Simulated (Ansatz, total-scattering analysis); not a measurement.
**A molecular-dynamics model of acetonitrile and its diffraction**

Aim: the structure of acetonitrile at 300 K, and the X-ray and neutron patterns it would give.

Method: ab initio molecular dynamics with Ansatz (LDA, plane waves, PAW default files, Langevin thermostat, no spin, fixed volume, H with the mass of D). Composition: 16 acetonitrile; C 33.3, N 16.7, H 50.0 atom %; 96 atoms. The average runs over 0.40 ps of 96 atoms, so shells between rare elements are rough. Mean temperature 315 K, largest m.s.d. 1.96 Å², energy drift -5 meV an atom (last third less first, no steady trend), Langevin friction 10 ps⁻¹; the first quarter of the run is discarded. Start: last frame of a classical run of this cell at the same density and temperature. So short a stretch relaxes bonds and nearest shells but still remembers its start.

## The run

The step of 1 fs has to resolve the fastest vibration, that of H (given the mass of D, which leaves classical structure unchanged and allows a longer step). The volume is fixed, since the run is too short for a cell to find its own; the mean pressure then hints how far the functional is from its own density, with errors up to a few GPa from cell size, k-points and loose SCF steps (the program warns of the last). One k-point, Γ, is the usual economy for a cell of this size. Smeared occupations keep the forces smooth should levels come near the Fermi energy. A Langevin thermostat samples the right structure once equilibrated, but its friction lowers diffusion.

Contents of input.yaml:

```yaml
crystal:
  lattice:
    - [11.1825, 0.0, 0.0]
    - [0.0, 11.1825, 0.0]
    - [0.0, 0.0, 11.1825]
  atoms:
    - { symbol: C, position: [0.4866, 0.3928, 0.6683] }
    - { symbol: C, position: [0.443, 0.3903, 0.7947] }
    - { symbol: "N", position: [0.392, 0.3638, 0.885] }
    - { symbol: H, position: [0.5876, 0.3953, 0.6606] }
[... 90 atom lines left out ...]
    - { symbol: H, position: [0.6849, 0.5499, 0.8155] }
    - { symbol: H, position: [0.7123, 0.6886, 0.7542] }
kpoints:
  mp_grid: { grid: [1, 1, 1] }
scf:
  occupations: { method: fermi_dirac, width: 0.0259 }
hamiltonian:
  xc: lda
  pseudopotentials: { kind: paw }
output:
  forces: true
  stress: true
md:
  timestep: 1.0
  n_steps: 528
  ensemble: nvt_langevin
  temperature: 300.0
  initial_velocities: maxwell_boltzmann
  seed: 7
  masses: [{ species: H, mass: 2.014 }]
```

```console
$ ansatz run input.yaml --threads 4 --pin off --max-ram 10240MiB --backend cpu --events-out ev --progress --plain --runs-dir out
```

```text
Warning: md: disabling space-group detection — thermal motion breaks the input geometry's symmetry, so no spatial operation reduces the k-mesh or symmetrises the density; time reversal is kept, so that k and −k are [...]
Warning: output.stress: scf.convergence.dr2_threshold = 9.6e-8 eV (the default of an md: trajectory) is looser than the 9.6e-9 eV advised for a printed stress (1e-10 eV for each atom of the cell: 96). What an SCF [...]
Warning: RAYON_NUM_THREADS=4 ignored (pool sized by the plan → 4); use --threads N
Engine: ansatz 0.2.0, x86_64-unknown-linux-gnu
Pseudopotential: C, paw, valence charge 4, recommended cutoff 420 eV (normal), C.paw.azcp
Pseudopotential: N, paw, valence charge 5, recommended cutoff 420 eV (normal), N.paw.azcp
Pseudopotential: H, paw, valence charge 1, recommended cutoff 420 eV (normal), H.paw.azcp
Functional definition: SPW92
Crystal: 96 atoms, lattice volume = 1398.353 Å³
Basis set: ecut = 420 eV, 27369 PW (Γ)
Bands: 224, of which v1, the nominal top of the filled ones, is band 128 counted from 1 (127 counted from 0)
k-points: 1
[... other set-up lines, SCF lines and steps between those shown are left out ...]
md step     0: t =     0.00 fs  T =   296.9 K  F+E_penalty+E_count = -14492.12441397 eV  E_kin = 3.683910 eV  P_inst = -1.1297 GPa  (11 SCF iters)
md step     1: t =     1.00 fs  T =   314.5 K  F+E_penalty+E_count = -14492.31496663 eV  E_kin = 3.902951 eV  P_inst = -1.1900 GPa  (10 SCF iters)
md step    21: t =    21.00 fs  T =   288.7 K  F+E_penalty+E_count = -14492.16412477 eV  E_kin = 3.582127 eV  P_inst = 0.0481 GPa  (7 SCF iters)
md step    42: t =    42.00 fs  T =   304.3 K  F+E_penalty+E_count = -14492.41291189 eV  E_kin = 3.775641 eV  P_inst = -1.1262 GPa  (7 SCF iters)
md step    63: t =    63.00 fs  T =   330.4 K  F+E_penalty+E_count = -14492.85249737 eV  E_kin = 4.100273 eV  P_inst = -0.2134 GPa  (7 SCF iters)
md step    84: t =    84.00 fs  T =   315.7 K  F+E_penalty+E_count = -14492.32371496 eV  E_kin = 3.917780 eV  P_inst = -0.7378 GPa  (7 SCF iters)
md step   105: t =   105.00 fs  T =   322.5 K  F+E_penalty+E_count = -14492.47863517 eV  E_kin = 4.001644 eV  P_inst = -0.4327 GPa  (7 SCF iters)
md step   126: t =   126.00 fs  T =   311.2 K  F+E_penalty+E_count = -14492.36944390 eV  E_kin = 3.861244 eV  P_inst = -0.0983 GPa  (7 SCF iters)
md step   147: t =   147.00 fs  T =   308.2 K  F+E_penalty+E_count = -14492.17397996 eV  E_kin = 3.823872 eV  P_inst = 0.1715 GPa  (7 SCF iters)
md step   168: t =   168.00 fs  T =   338.6 K  F+E_penalty+E_count = -14492.34368883 eV  E_kin = 4.202085 eV  P_inst = -0.5900 GPa  (7 SCF iters)
md step   189: t =   189.00 fs  T =   350.5 K  F+E_penalty+E_count = -14492.17091925 eV  E_kin = 4.348760 eV  P_inst = -0.0116 GPa  (7 SCF iters)
md step   210: t =   210.00 fs  T =   312.2 K  F+E_penalty+E_count = -14492.00337815 eV  E_kin = 3.874472 eV  P_inst = -0.6201 GPa  (9 SCF iters)
md step   231: t =   231.00 fs  T =   322.7 K  F+E_penalty+E_count = -14492.22286399 eV  E_kin = 4.004853 eV  P_inst = 0.2943 GPa  (7 SCF iters)
md step   252: t =   252.00 fs  T =   328.8 K  F+E_penalty+E_count = -14492.70264501 eV  E_kin = 4.080653 eV  P_inst = -0.6375 GPa  (7 SCF iters)
md step   273: t =   273.00 fs  T =   316.1 K  F+E_penalty+E_count = -14492.52295154 eV  E_kin = 3.922702 eV  P_inst = -0.2281 GPa  (7 SCF iters)
md step   294: t =   294.00 fs  T =   308.5 K  F+E_penalty+E_count = -14492.58687687 eV  E_kin = 3.827867 eV  P_inst = -0.0029 GPa  (7 SCF iters)
md step   315: t =   315.00 fs  T =   318.9 K  F+E_penalty+E_count = -14492.73921948 eV  E_kin = 3.957702 eV  P_inst = -0.5203 GPa  (7 SCF iters)
md step   336: t =   336.00 fs  T =   298.4 K  F+E_penalty+E_count = -14492.31176281 eV  E_kin = 3.703026 eV  P_inst = -0.2045 GPa  (7 SCF iters)
md step   357: t =   357.00 fs  T =   295.0 K  F+E_penalty+E_count = -14492.38289350 eV  E_kin = 3.660752 eV  P_inst = -0.2191 GPa  (7 SCF iters)
md step   378: t =   378.00 fs  T =   326.9 K  F+E_penalty+E_count = -14492.89815905 eV  E_kin = 4.056628 eV  P_inst = -0.3159 GPa  (7 SCF iters)
md step   399: t =   399.00 fs  T =   325.4 K  F+E_penalty+E_count = -14492.86772079 eV  E_kin = 4.038149 eV  P_inst = -0.6533 GPa  (7 SCF iters)
md step   420: t =   420.00 fs  T =   346.7 K  F+E_penalty+E_count = -14493.03006470 eV  E_kin = 4.302055 eV  P_inst = -0.6114 GPa  (9 SCF iters)
md step   441: t =   441.00 fs  T =   300.8 K  F+E_penalty+E_count = -14492.57890800 eV  E_kin = 3.732757 eV  P_inst = -0.2047 GPa  (7 SCF iters)
md step   462: t =   462.00 fs  T =   280.1 K  F+E_penalty+E_count = -14492.33014645 eV  E_kin = 3.475821 eV  P_inst = -0.5561 GPa  (7 SCF iters)
md step   483: t =   483.00 fs  T =   310.3 K  F+E_penalty+E_count = -14492.58837851 eV  E_kin = 3.850094 eV  P_inst = 0.2112 GPa  (7 SCF iters)
md step   504: t =   504.00 fs  T =   301.3 K  F+E_penalty+E_count = -14492.70735498 eV  E_kin = 3.739208 eV  P_inst = -0.7247 GPa  (7 SCF iters)
md step   525: t =   525.00 fs  T =   288.8 K  F+E_penalty+E_count = -14493.03937957 eV  E_kin = 3.583216 eV  P_inst = 0.7045 GPa  (7 SCF iters)
[... last step's energies and forces left out ...]
--- MD trajectory: 528 steps, t = 0.0 → 528.0 fs ---
  final state: T = 289.6 K   F+E_penalty+E_count = -14492.92276117 eV   E_kin = 3.593352 eV
```

Time and hardware: 45 min on 4 threads of Intel(R) Xeon(R) Platinum 8259CL CPU @ 2.50GHz (Skylake/Cascade Lake) (shared host), peak memory 1.3 GiB.

## Analysis

The totals are in Faber–Ziman form. Below 4 Å⁻¹ the partials are summed on the cell's own reciprocal vectors (from 0.56 Å⁻¹) and folded with a Gaussian of σ = 0.12 Å⁻¹; above it they are transforms of g(r) out to 7.6 Å, tapered over the last 40 %. The fold lowers sharp peaks, and with so few vectors their positions are good to about 0.1 Å⁻¹. X-rays take neutral-atom form factors, neutrons coherent lengths (C 6.6472, N 9.36, H 6.6681 fm). Hydrogen is taken as deuterium. G(r) = 4πrρ₀[g(r) − 1] carries the resolution of a Lorch-windowed transform up to 20 Å⁻¹. The patterns are simulated, not measured. The cell is small: beyond half the box only the part of each shell inside it is counted, and low-Q values rest on few vectors. It is averaged over 133 frames.

```csv
T (K),state,density (g/cm³),first clear X-ray maximum (Å⁻¹),its height (X-ray),first clear neutron maximum (Å⁻¹),its height (neutron),N–N (Å),N around N,held,"D over the elements, rough (10⁻⁹ m²/s)"
300,liquid,0.780,1.57,3.93,1.56,3.19,4.54,5.59,"volume, -0.3 GPa mean",-
```

neutron S(Q):

```
Q (Å⁻¹)  300 K
    0.8   0.23
    1.1   0.55
    1.4   1.59
    1.7   2.14
    2.0   1.06
    2.3   1.04
    2.6   0.91
    2.9   0.76
    3.2   0.78
    3.5   0.77
    3.8   0.78
    4.1   0.88
    4.4   0.91
    4.7   0.90
    5.0   0.86
    5.3   0.84
    5.6   0.90
    5.9   1.01
    6.2   1.12
    6.5   1.19
    6.8   1.20
    7.1   1.16
    7.4   1.11
    7.7   1.08
    8.0   1.06
    8.3   1.03
    8.6   0.98
    8.9   0.92
```

At 300 K the maxima of S(Q), Q in Å⁻¹ (height), are X-ray: 1.57 (3.93), 3.16 (0.74), 5.91 (1.26), 10.44 (1.05); neutron: 1.56 (3.19), 6.69 (1.20), 12.49 (1.10), 18.29 (1.08). Its shells:

| pair | first peak (Å) | g there | first minimum (Å) | g there | neighbours | kind | X-ray weight (f = Z) | neutron weight |
| --- | --- | --- | --- | --- | --- | --- | --- | --- |
| C–H | 1.10 | 29.6 | 1.42 | 0.00 | 1.5 H per C, 1.0 C per H | within molecules | 0.15 | 0.29 |
| C–N | 1.16 | 35.5 | 1.46 | 0.00 | 0.5 N per C, 1.0 C per N | within molecules | 0.35 | 0.14 |
| C–C | 1.43 | 18.2 | 1.82 | 0.00 | 1.0 | within molecules | 0.30 | 0.10 |
| H–H | 1.79 | 8.5 | 2.12 | 0.10 | 2.0 | within molecules | 0.02 | 0.22 |
| N–N | 4.54 | 2.0 | 5.04 | 0.99 | 5.6 | between molecules | 0.10 | 0.05 |

The tapered transform alone would put 2.11 at the neutron maximum of 1.56 Å⁻¹, where the reciprocal vectors give 3.19: a cut in r lowers sharp peaks, which is why the direct sum is used there.

**Reading.** Distances within molecules give the sharpest pair functions, and with hydrogen they rule the neutron S(Q) at high Q: C–H 1.10 Å, C–N 1.16 Å, C–C 1.43 Å and H–H 1.79 Å (first peaks only). No H sits on O, N or F, so there are no conventional hydrogen bonds; the first peak of S(Q) reflects the packing of whole molecules.

[Logs are printed without paths, hosts, clocks, repeated set-up lines and the standing remarks that a program may print on its own settings, such as how far it seeks lower states.]
